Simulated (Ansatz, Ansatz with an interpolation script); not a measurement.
# Settings in Wannier-interpolated G0W0: SiO2 (Imma)

Wanted: errors and cost of interpolated bands of SiO2 (Imma) under coarser or faulty settings.

Calculated with Ansatz 0.2.0; maximally localised Wannier functions, LDA, plane waves, PAW.

### 1. The structure

Symmetry: Imma, No. 74, orthorhombic system. Conventional cell: a = 5.247 Å, b = 9.554 Å, c = 8.883 Å, α = 90.00°, β = 90.00°, γ = 90.00°. Nearest to Si lie 4 O at 1.60 to 1.61 Å. O has 2 Si at 1.61 Å nearest. Nearest to O lie 2 Si at 1.61 Å. O has 2 Si at 1.60 Å nearest. Farther neighbours and most contacts between anions are not listed.

The cell and positions are those that the Materials Project relaxed with its own functionals (PBE, PBE+U or r2SCAN), kept fixed. The default PAW set here is soft_2. Its files were made with PBE.

### 2. Wannier model on 8×8×8

Contents of input.yaml:

```yaml
crystal:
  lattice:
    - [-2.62333646, 4.776753505, 4.441674725]
    - [2.62333646, -4.776753505, 4.441674725]
    - [2.62333646, 4.776753505, -4.441674725]
  atoms:
    - { symbol: Si, position: [0.9295488, 0.84494489, 0.08460391] }
    - { symbol: Si, position: [0.73965902, 0.15505511, 0.58460391] }
    - { symbol: Si, position: [0.0704512, 0.15505511, 0.91539609] }
    - { symbol: Si, position: [0.26034098, 0.84494489, 0.41539609] }
    - { symbol: O, position: [0.13068887, 0.88068887, 0.25] }
    - { symbol: O, position: [0.86931113, 0.11931113, 0.75] }
    - { symbol: O, position: [0.79317541, 0.5, 0.79317541] }
    - { symbol: O, position: [0.20682459, 0.0, 0.70682459] }
    - { symbol: O, position: [0.20682459, 0.5, 0.20682459] }
    - { symbol: O, position: [0.79317541, 0.0, 0.29317541] }
    - { symbol: O, position: [0.0, 0.0, 0.0] }
    - { symbol: O, position: [0.5, 0.0, 0.5] }
kpoints:
  mp_grid: { grid: [4, 4, 4] }
hamiltonian:
  xc: lda
scf:
  occupations: { method: fixed }
  n_extra_bands: 118
output:
  wannier:
    kmesh: [8, 8, 8]
    projections:
      - { species: O, l: p, shell: 2 }
      - { species: Si, l: s, shell: 3 }
      - { species: Si, l: p, shell: 3 }
    minimise: true
    write_hr: true
    seedname: w
    conv_tol: 1.0e-06
    max_iter: 20000
    stability_check: false
    disentanglement:
      window: [-4.52, 14.89]
      frozen_window: [-4.52, 7.59]
      conv_tol: 1.0e-08
```

Command:

```bash
$ ansatz run input.yaml --threads 16 --pin off --max-ram 64512MiB --backend cuda --events-out ev --progress --plain --runs-dir out --devices 1 --max-vram 78GiB
```

Numbers of over 12 decimals in the logs are rounded to 6 here.

Output:

```text
scf.n_extra_bands = 118 over 32 filled bands (N_el = 64.0): the run solves 150 bands
GPUs: using 1 of 1 available (devices: 1).
Engine: ansatz 0.2.0, aarch64-unknown-linux-gnu
Pseudopotentials: kind: paw
Pseudopotential: Si, paw, valence charge 4, recommended cutoff 420 eV (normal), Si.paw.azcp
Pseudopotential: O, paw, valence charge 6, recommended cutoff 420 eV (normal), O.paw.azcp
Functional definition: SPW92
  exchange = slater_x
  correlation = pw_c
concurrent solve slots: 9 of 16 are kept, ahead of what memory takes: no pass of the eigensolver takes more rounds on 9
[...]
Crystal: 12 atoms, lattice volume = 222.635 Å³
Basis set: ecut = 420 eV, 4321 PW (Γ)
Bands: 150, of which v1, the nominal top of the filled ones, is band 32 counted from 1 (31 counted from 0)
Symmetry: 8 space group operations
Space group: Imma (ITA 74), of the structure as read, at distance tolerance 6.1e-5 Å
k-points: 18 of 64
Non-local potential: Si, projectors of the file, l = 0: 2, l = 1: 2, l = 2: 2
Non-local potential: O, projectors of the file, l = 0: 2, l = 1: 2, l = 2: 1
PAW form: soft (Blöchl's): semilocal exchange-correlation on the pseudo side does not see the compensation charge
PAW frozen core: Si, regenerated for the run's functional, and the local potential with it (the file was generated under x = pbe(κ = 0.804, μ = 0.219515), c = pbe(β = 0.066725))
PAW frozen core: O, regenerated for the run's functional, and the local potential with it (the file was generated under x = pbe(κ = 0.804, μ = 0.219515), c = pbe(β = 0.066725))
PAW one-centre angular grid: Si, 110 points (default); XC on 64 Gauss nodes
PAW one-centre angular grid: O, 110 points (default); XC on 64 Gauss nodes
Initial density: superposition of atomic densities (neutral atoms: chi_scale 0, normalization atom), corrected by the library's trained network
Initial wavefunctions: pseudopotential atomic-orbital guess
[...]
Functional: x = slater, c = lda
SCF iter   1: F=—  HF=-6890.639938 eV  |F-HF|=—  |Δ(HF+E_count)|=         —  Δρ=1.13e-2  dr2=2.52e-1  ethr=1.77e-3  ⟨swp⟩=4.2  Hψ=10024  notcnv=0  defer=2083
preconditioner: auto → Resta (q_TF=auto, 2.216 Å⁻¹)  ε∞=1.4  [insulator: Δε(μ)=5.263 eV  Ē_g=30.414 eV  n_scr=40 (ndim 8)  ℏωp=19.9 eV  f_vac=0.376  ε∞_Penn≈1.4  vacuum switching on, ρ_ref=6.7e-2 e/Å³]
SCF iter   2: F=—  HF=-6890.573024 eV  |F-HF|=—  |Δ(HF+E_count)|=   6.69e-2  Δρ=4.23e-3  dr2=1.53e-2  ethr=3.94e-4  ⟨swp⟩=2.1  Hψ=3181  notcnv=0  defer=2085
SCF iter   3: F=—  HF=-6890.567752 eV  |F-HF|=—  |Δ(HF+E_count)|=   5.27e-3  Δρ=1.24e-3  dr2=1.54e-3  ethr=2.39e-5  ⟨swp⟩=2.0  Hψ=1216  notcnv=0  defer=2088
SCF iter   4: F=—  HF=-6890.567300 eV  |F-HF|=—  |Δ(HF+E_count)|=   4.52e-4  Δρ=2.28e-4  dr2=8.50e-5  ethr=2.41e-6  ⟨swp⟩=2.9  Hψ=1292  notcnv=0  defer=2088
SCF iter   5: F=—  HF=-6890.567389 eV  |F-HF|=—  |Δ(HF+E_count)|=   8.85e-5  Δρ=3.93e-5  dr2=3.04e-6  ethr=1.33e-7  ⟨swp⟩=1.9  Hψ=1227  notcnv=0  defer=2008
SCF iter   6: F=—  HF=-6890.567388 eV  |F-HF|=—  |Δ(HF+E_count)|=   3.53e-7  Δρ=8.95e-6  dr2=1.35e-7  ethr=4.75e-9  ⟨swp⟩=1.9  Hψ=1180  notcnv=0  defer=2008
SCF iter   7: F=-6890.567388 eV  HF=-6890.567388 eV  |F-HF|=1.47e-8  |Δ(HF+E_count)|=   1.13e-8  Δρ=3.57e-6  dr2=1.95e-8  ethr=1.56e-10  ⟨swp⟩=14.2  Hψ=23052  notcnv=0
SCF 1 converged in 7 iterations: F = -6890.567388 eV  dr2 = 1.95e-8
[...]
concurrent solve slots: 9 of 16 are kept, ahead of what memory takes: no pass of the eigensolver takes more rounds on 9
[...]
NSCF: frozen V_eff on 18 k-points
[...]
concurrent solve slots: 14 of 16 are kept, ahead of what memory takes: no pass of the eigensolver takes more rounds on 14
[...]
NSCF: frozen V_eff on 98 k-points
[...]
SCF converged after 7 iterations
[...]
k-point 1: bands = [... 28 lower, -1.9763, -1.6366, -1.1696, -1.1493, 5.2575, 7.5601, 7.9472, 8.1026, ... 26 higher]
  k-point 2: bands = [... 28 lower, -1.8103, -1.8103, -1.2275, -1.2275, 6.7807, 6.7807, 8.0070, 8.0070, ... 26 higher]
  k-point 17: bands = [... 28 lower, -1.3942, -1.0692, -1.0379, -0.8549, 6.4992, 6.5585, 6.8586, 7.0011, ... 25 higher]
```

Elapsed: 16 s, on 1 × NVIDIA GB200 (shared by 2 runs) with 16 threads of Arm Neoverse V2, shared host; peak memory 3.1 GiB.

The column dr2 measures how far the density is from self-consistency, as an energy; F and HF (Harris–Foulkes) agree once it is small.

The run ended with an error after its SCF cycle had converged; no result of it is taken.

### 3. Wannier model on 8×8×8

Edit input.yaml of step 2 so:

```diff
@@ -39,4 +39,4 @@
     disentanglement:
-      window: [-4.52, 14.89]
-      frozen_window: [-4.52, 7.59]
+      window: [-4.52, 18.63]
+      frozen_window: [-4.52, 8.59]
       conv_tol: 1.0e-08
```

Output:

```text
scf.n_extra_bands = 118 over 32 filled bands (N_el = 64.0): the run solves 150 bands
GPUs: using 1 of 1 available (devices: 1).
Engine: ansatz 0.2.0, aarch64-unknown-linux-gnu
Pseudopotentials: kind: paw
Pseudopotential: Si, paw, valence charge 4, recommended cutoff 420 eV (normal), Si.paw.azcp
Pseudopotential: O, paw, valence charge 6, recommended cutoff 420 eV (normal), O.paw.azcp
Functional definition: SPW92
  exchange = slater_x
  correlation = pw_c
concurrent solve slots: 9 of 16 are kept, ahead of what memory takes: no pass of the eigensolver takes more rounds on 9
[...]
Crystal: 12 atoms, lattice volume = 222.635 Å³
Basis set: ecut = 420 eV, 4321 PW (Γ)
Bands: 150, of which v1, the nominal top of the filled ones, is band 32 counted from 1 (31 counted from 0)
Symmetry: 8 space group operations
Space group: Imma (ITA 74), of the structure as read, at distance tolerance 6.1e-5 Å
k-points: 18 of 64
Non-local potential: Si, projectors of the file, l = 0: 2, l = 1: 2, l = 2: 2
Non-local potential: O, projectors of the file, l = 0: 2, l = 1: 2, l = 2: 1
PAW form: soft (Blöchl's): semilocal exchange-correlation on the pseudo side does not see the compensation charge
PAW frozen core: Si, regenerated for the run's functional, and the local potential with it (the file was generated under x = pbe(κ = 0.804, μ = 0.219515), c = pbe(β = 0.066725))
PAW frozen core: O, regenerated for the run's functional, and the local potential with it (the file was generated under x = pbe(κ = 0.804, μ = 0.219515), c = pbe(β = 0.066725))
PAW one-centre angular grid: Si, 110 points (default); XC on 64 Gauss nodes
PAW one-centre angular grid: O, 110 points (default); XC on 64 Gauss nodes
[...]
preconditioner: auto → Resta (q_TF=auto, 2.216 Å⁻¹)  ε∞=1.4  [insulator: Δε(μ)=5.263 eV  Ē_g=30.414 eV  n_scr=40 (ndim 8)  ℏωp=19.9 eV  f_vac=0.376  ε∞_Penn≈1.4  vacuum switching on, ρ_ref=6.7e-2 e/Å³]
SCF iter   2: F=—  HF=-6890.573024 eV  |F-HF|=—  |Δ(HF+E_count)|=   6.69e-2  Δρ=4.23e-3  dr2=1.53e-2  ethr=3.94e-4  ⟨swp⟩=2.1  Hψ=3181  notcnv=0  defer=2085
SCF iter   3: F=—  HF=-6890.567752 eV  |F-HF|=—  |Δ(HF+E_count)|=   5.27e-3  Δρ=1.24e-3  dr2=1.54e-3  ethr=2.39e-5  ⟨swp⟩=2.0  Hψ=1216  notcnv=0  defer=2088
SCF iter   4: F=—  HF=-6890.567300 eV  |F-HF|=—  |Δ(HF+E_count)|=   4.52e-4  Δρ=2.28e-4  dr2=8.50e-5  ethr=2.41e-6  ⟨swp⟩=2.9  Hψ=1292  notcnv=0  defer=2088
SCF iter   5: F=—  HF=-6890.567389 eV  |F-HF|=—  |Δ(HF+E_count)|=   8.85e-5  Δρ=3.93e-5  dr2=3.04e-6  ethr=1.33e-7  ⟨swp⟩=1.9  Hψ=1227  notcnv=0  defer=2008
SCF iter   6: F=—  HF=-6890.567388 eV  |F-HF|=—  |Δ(HF+E_count)|=   3.53e-7  Δρ=8.95e-6  dr2=1.35e-7  ethr=4.75e-9  ⟨swp⟩=1.9  Hψ=1180  notcnv=0  defer=2008
SCF iter   7: F=-6890.567388 eV  HF=-6890.567388 eV  |F-HF|=1.47e-8  |Δ(HF+E_count)|=   1.13e-8  Δρ=3.57e-6  dr2=1.95e-8  ethr=1.56e-10  ⟨swp⟩=14.2  Hψ=23052  notcnv=0
SCF 1 converged in 7 iterations: F = -6890.567388 eV  dr2 = 1.95e-8
[...]
concurrent solve slots: 9 of 16 are kept, ahead of what memory takes: no pass of the eigensolver takes more rounds on 9
[...]
NSCF: frozen V_eff on 18 k-points
[...]
concurrent solve slots: 14 of 16 are kept, ahead of what memory takes: no pass of the eigensolver takes more rounds on 14
[...]
NSCF: frozen V_eff on 98 k-points
[...]
SCF converged after 7 iterations
[...]
k-point 1: bands = [... 28 lower, -1.9763, -1.6366, -1.1696, -1.1493, 5.2575, 7.5601, 7.9472, 8.1026, ... 26 higher]
  k-point 2: bands = [... 28 lower, -1.8103, -1.8103, -1.2275, -1.2275, 6.7807, 6.7807, 8.0070, 8.0070, ... 26 higher]
  k-point 17: bands = [... 28 lower, -1.3942, -1.0692, -1.0379, -0.8549, 6.4992, 6.5585, 6.8586, 7.0011, ... 25 higher]
```

Elapsed: 21 s, on 1 × NVIDIA GB200 (shared by 2 runs) with 16 threads; peak memory 3.3 GiB.

The run ended with an error after its SCF cycle had converged; no result of it is taken.

### 4. Wannier model on 8×8×8

Localised functions give a small Hamiltonian that interpolates between mesh points at no cost.

Edit input.yaml of step 3 so:

```diff
@@ -39,4 +39,4 @@
     disentanglement:
-      window: [-4.52, 18.63]
-      frozen_window: [-4.52, 8.59]
+      window: [-10.97, 13.76]
+      frozen_window: [-10.97, 7.59]
       conv_tol: 1.0e-08
```

Output:

```text
[...]
GPUs: using 1 of 1 available (devices: 1).
[...]
Crystal: 12 atoms, lattice volume = 222.635 Å³
Basis set: ecut = 420 eV, 4321 PW (Γ)
Bands: 150, of which v1, the nominal top of the filled ones, is band 32 counted from 1 (31 counted from 0)
Symmetry: 8 space group operations
[...]
k-points: 18 of 64
[...]
SCF iter   1: F=—  HF=-6890.639938 eV  |F-HF|=—  |Δ(HF+E_count)|=         —  Δρ=1.13e-2  dr2=2.52e-1  ethr=1.77e-3  ⟨swp⟩=4.2  Hψ=10024  notcnv=0  defer=2083
[...]
SCF iter   7: F=-6890.567388 eV  HF=-6890.567388 eV  |F-HF|=1.47e-8  |Δ(HF+E_count)|=   1.13e-8  Δρ=3.57e-6  dr2=1.95e-8  ethr=1.56e-10  ⟨swp⟩=14.2  Hψ=23052  notcnv=0
SCF 1 converged in 7 iterations: F = -6890.567388 eV  dr2 = 1.95e-8
[...]
NSCF: frozen V_eff on 18 k-points
[...]
SCF converged after 7 iterations
[...]
k-point 1: bands = [... 28 lower, -1.9763, -1.6366, -1.1696, -1.1493, 5.2575, 7.5601, 7.9472, 8.1026, ... 26 higher]
  k-point 2: bands = [... 28 lower, -1.8103, -1.8103, -1.2275, -1.2275, 6.7807, 6.7807, 8.0070, 8.0070, ... 26 higher]
  k-point 17: bands = [... 28 lower, -1.3942, -1.0692, -1.0379, -0.8549, 6.4992, 6.5585, 6.8586, 7.0011, ... 25 higher]
Wannier search: line search 1 of at most 20000: gauge-dependent spread (as the search counts it) 33.1258002 Å², largest recent change 3.2e0 Å² against conv_tol 1.0e-6 Å², 0 stops escaped
[...]
```

The job ended after 20 s (1 × NVIDIA GB200 (shared by 2 runs) with 16 threads; peak memory 3 GiB).

This step gave:

| Quantity | Value |
| --- | --- |
| gauge-invariant spread | 53.37 Å² |
| diagonal spread | 0.06316 Å² |
| off-diagonal spread | 13.03 Å² |
| total spread | 66.46 Å² |
| least projectability | 0.1818 |
| localisation steps | 163 |
| disentanglement steps | 525 |
| r.m.s. interpolation error | 7.45e-4 eV |
| r.m.s. error near the gap | 0.001130 eV |

Near the gap the model misses directly solved bands by 1.1 meV r.m.s. and by 13 meV at most in the window tested. This tests the starting bands, not the corrections carried with them.

Frozen up to 8.42 eV; above it the model need not follow the bands. The electronic bands at the labelled points (eV, zero at the valence-band top):

```csv
point,band 29,band 30,band 31,band 32,band 33,band 34,band 35,band 36
Γ,-1.06,-0.72,-0.43,0.00,5.42,8.39,8.82,9.11
halfway,-0.63,-0.56,-0.31,-0.01,6.01,7.97,7.97,8.97
X,-0.56,-0.24,-0.21,-0.02,7.33,7.39,7.69,7.83
halfway,-0.80,-0.28,-0.20,-0.20,7.54,7.62,7.84,8.00
F0,-1.20,-0.59,-0.48,-0.18,7.95,8.12,8.13,8.37
jump to Σ0,-1.20,-0.59,-0.48,-0.18,7.95,8.12,8.13,8.37
halfway,-1.30,-0.93,-0.53,-0.27,6.27,8.48,9.17,9.24
Γ,-1.06,-0.72,-0.43,0.00,5.42,8.39,8.82,9.11
halfway,-0.57,-0.49,-0.42,-0.12,6.01,7.93,8.00,8.79
Λ0,-0.56,-0.24,-0.21,-0.03,7.28,7.40,7.63,7.94
jump to G0,-0.56,-0.24,-0.21,-0.03,7.28,7.40,7.63,7.94
halfway,-0.56,-0.24,-0.21,-0.03,7.32,7.39,7.67,7.87
X,-0.56,-0.24,-0.21,-0.02,7.33,7.39,7.69,7.83
jump to Γ,-1.06,-0.72,-0.43,0.00,5.42,8.39,8.82,9.11
halfway,-0.97,-0.97,-0.39,-0.27,6.10,8.35,8.77,9.16
R,-0.89,-0.85,-0.74,-0.20,7.58,7.74,8.38,8.40
halfway,-0.89,-0.86,-0.62,-0.26,7.69,7.80,8.23,8.26
W,-0.88,-0.88,-0.41,-0.41,7.91,7.91,8.03,8.03
halfway,-0.75,-0.73,-0.39,-0.29,6.86,7.24,8.84,8.96
S,-0.56,-0.54,-0.31,-0.14,6.38,6.91,8.46,9.06
halfway,-0.75,-0.63,-0.40,-0.05,5.74,7.78,8.57,9.02
Γ,-1.06,-0.72,-0.43,0.00,5.42,8.39,8.82,9.11
halfway,-1.15,-0.81,-0.34,-0.32,6.09,8.39,8.82,9.10
T,-0.98,-0.98,-0.40,-0.40,7.61,7.61,8.85,8.85
halfway,-0.93,-0.93,-0.40,-0.40,7.70,7.70,8.41,8.41
W,-0.88,-0.88,-0.41,-0.41,7.91,7.91,8.03,8.03
```

The same for Kohn-Sham, solved directly:

```csv
point,band 29,band 30,band 31,band 32,band 33,band 34,band 35,band 36
Γ,-1.06,-0.72,-0.43,0.00,5.42,8.39,8.59,8.79
X,-0.56,-0.24,-0.21,-0.02,7.33,7.39,7.69,7.83
F0,-1.20,-0.59,-0.48,-0.18,7.96,8.11,8.13,8.36
Σ0,-1.20,-0.59,-0.48,-0.18,7.96,8.11,8.13,8.36
Γ,-1.06,-0.72,-0.43,0.00,5.42,8.39,8.59,8.79
Λ0,-0.56,-0.24,-0.21,-0.03,7.28,7.40,7.63,7.94
G0,-0.56,-0.24,-0.21,-0.03,7.28,7.40,7.63,7.94
X,-0.56,-0.24,-0.21,-0.02,7.33,7.39,7.69,7.83
Γ,-1.06,-0.72,-0.43,0.00,5.42,8.39,8.59,8.79
R,-0.89,-0.85,-0.74,-0.20,7.58,7.74,8.38,8.40
W,-0.88,-0.88,-0.41,-0.41,7.91,7.91,8.03,8.03
S,-0.56,-0.54,-0.31,-0.14,6.38,6.91,8.45,8.93
Γ,-1.06,-0.72,-0.43,0.00,5.42,8.39,8.59,8.79
T,-0.98,-0.98,-0.40,-0.40,7.61,7.61,8.84,8.84
```

### 5. Wannier model on 4×4×4

Edit input.yaml of step 4 so:

```diff
@@ -27,3 +27,3 @@
   wannier:
-    kmesh: [8, 8, 8]
+    kmesh: [4, 4, 4]
     projections:
```

Output:

```text
[...]
GPUs: using 1 of 1 available (devices: 1).
[...]
Crystal: 12 atoms, lattice volume = 222.635 Å³
Basis set: ecut = 420 eV, 4321 PW (Γ)
Bands: 150, of which v1, the nominal top of the filled ones, is band 32 counted from 1 (31 counted from 0)
Symmetry: 8 space group operations
[...]
k-points: 18 of 64
[...]
SCF iter   1: F=—  HF=-6890.639938 eV  |F-HF|=—  |Δ(HF+E_count)|=         —  Δρ=1.13e-2  dr2=2.52e-1  ethr=1.77e-3  ⟨swp⟩=4.2  Hψ=10024  notcnv=0  defer=2083
[...]
SCF iter   7: F=-6890.567388 eV  HF=-6890.567388 eV  |F-HF|=1.47e-8  |Δ(HF+E_count)|=   1.13e-8  Δρ=3.57e-6  dr2=1.95e-8  ethr=1.56e-10  ⟨swp⟩=14.2  Hψ=23052  notcnv=0
SCF 1 converged in 7 iterations: F = -6890.567388 eV  dr2 = 1.95e-8
[...]
SCF converged after 7 iterations
[...]
k-point 1: bands = [... 28 lower, -1.9763, -1.6366, -1.1696, -1.1493, 5.2575, 7.5601, 7.9472, 8.1026, ... 26 higher]
  k-point 2: bands = [... 28 lower, -1.8103, -1.8103, -1.2275, -1.2275, 6.7807, 6.7807, 8.0070, 8.0070, ... 26 higher]
  k-point 17: bands = [... 28 lower, -1.3942, -1.0692, -1.0379, -0.8549, 6.4992, 6.5585, 6.8586, 7.0011, ... 25 higher]
[...]
```

It took 3.2 s on 1 × NVIDIA GB200 (shared by 2 runs) with 16 threads; peak memory 1.3 GiB; 12 s of CPU time.

This step gave:

- gauge-invariant spread: 49.67 Å²
- diagonal spread: 0.05885 Å²
- off-diagonal spread: 12.23 Å²
- total spread: 61.96 Å²
- least projectability: 0.1817
- localisation steps: 61
- disentanglement steps: 155
- r.m.s. interpolation error: 0.005414 eV
- r.m.s. error near the gap: 0.008228 eV

Near the gap the model misses directly solved bands by 8.2 meV r.m.s. and by 105 meV at most in the window tested. This tests the starting bands, not the corrections carried with them.

Frozen up to 8.42 eV; above it the model need not follow the bands. The electronic bands at the labelled points (eV, zero at the valence-band top; v1 is the highest filled band, c1 the lowest empty one):

```csv
point,v4,v3,v2,v1,c1,c2,c3,c4
Γ,-1.06,-0.72,-0.43,0.00,5.42,8.39,8.83,9.12
halfway,-0.63,-0.56,-0.31,-0.01,6.01,7.97,7.97,8.97
X,-0.56,-0.24,-0.21,-0.02,7.33,7.39,7.69,7.83
halfway,-0.80,-0.28,-0.20,-0.20,7.55,7.63,7.86,7.98
F0,-1.20,-0.59,-0.48,-0.18,7.97,8.14,8.16,8.38
jump to Σ0,-1.20,-0.59,-0.48,-0.18,7.97,8.14,8.16,8.38
halfway,-1.30,-0.93,-0.53,-0.27,6.24,8.48,9.17,9.23
Γ,-1.06,-0.72,-0.43,0.00,5.42,8.39,8.83,9.12
halfway,-0.57,-0.49,-0.42,-0.12,6.01,7.94,8.02,8.79
Λ0,-0.56,-0.24,-0.20,-0.03,7.27,7.39,7.61,7.98
jump to G0,-0.56,-0.24,-0.20,-0.03,7.27,7.39,7.61,7.98
halfway,-0.56,-0.24,-0.21,-0.03,7.31,7.39,7.66,7.89
X,-0.56,-0.24,-0.21,-0.02,7.33,7.39,7.69,7.83
jump to Γ,-1.06,-0.72,-0.43,0.00,5.42,8.39,8.83,9.12
halfway,-0.97,-0.97,-0.39,-0.27,6.10,8.35,8.79,9.19
R,-0.89,-0.85,-0.74,-0.20,7.58,7.74,8.38,8.40
halfway,-0.89,-0.86,-0.62,-0.26,7.67,7.78,8.25,8.28
W,-0.88,-0.88,-0.41,-0.41,7.91,7.91,8.03,8.03
halfway,-0.75,-0.73,-0.39,-0.29,6.86,7.23,8.83,8.95
S,-0.56,-0.54,-0.31,-0.14,6.38,6.91,8.46,9.06
halfway,-0.75,-0.63,-0.40,-0.05,5.74,7.78,8.57,9.02
Γ,-1.06,-0.72,-0.43,0.00,5.42,8.39,8.83,9.12
halfway,-1.15,-0.81,-0.34,-0.32,6.09,8.39,8.84,9.11
T,-0.98,-0.98,-0.40,-0.40,7.61,7.61,8.86,8.86
halfway,-0.93,-0.93,-0.40,-0.40,7.70,7.70,8.44,8.44
W,-0.88,-0.88,-0.41,-0.41,7.91,7.91,8.03,8.03
```

The same for Kohn-Sham, solved directly:

```csv
point,v4,v3,v2,v1,c1,c2,c3,c4
Γ,-1.06,-0.72,-0.43,0.00,5.42,8.39,8.59,8.79
X,-0.56,-0.24,-0.21,-0.02,7.33,7.39,7.69,7.83
F0,-1.20,-0.59,-0.48,-0.18,7.96,8.11,8.13,8.36
Σ0,-1.20,-0.59,-0.48,-0.18,7.96,8.11,8.13,8.36
Γ,-1.06,-0.72,-0.43,0.00,5.42,8.39,8.59,8.79
Λ0,-0.56,-0.24,-0.21,-0.03,7.28,7.40,7.63,7.94
G0,-0.56,-0.24,-0.21,-0.03,7.28,7.40,7.63,7.94
X,-0.56,-0.24,-0.21,-0.02,7.33,7.39,7.69,7.83
Γ,-1.06,-0.72,-0.43,0.00,5.42,8.39,8.59,8.79
R,-0.89,-0.85,-0.74,-0.20,7.58,7.74,8.38,8.40
W,-0.88,-0.88,-0.41,-0.41,7.91,7.91,8.03,8.03
S,-0.56,-0.54,-0.31,-0.14,6.38,6.91,8.45,8.93
Γ,-1.06,-0.72,-0.43,0.00,5.42,8.39,8.59,8.79
T,-0.98,-0.98,-0.40,-0.40,7.61,7.61,8.84,8.84
```

(Part 1 of 2 ends here.)

[Paths, hosts, dates, memory and timing lines, banners, echoed tables and standing remarks are left out of the program output.]

[Logs are printed without paths, hosts, clocks, repeated set-up lines and the standing remarks that a program may print on its own settings, such as how far it seeks lower states.]

[Runs of the session that timed out or met a known fault of the program may be left out.]

[Hosts, paths, dates, database ids (printed as entryN), source tags and the programs' standing remarks are cut or masked in the printed files.]
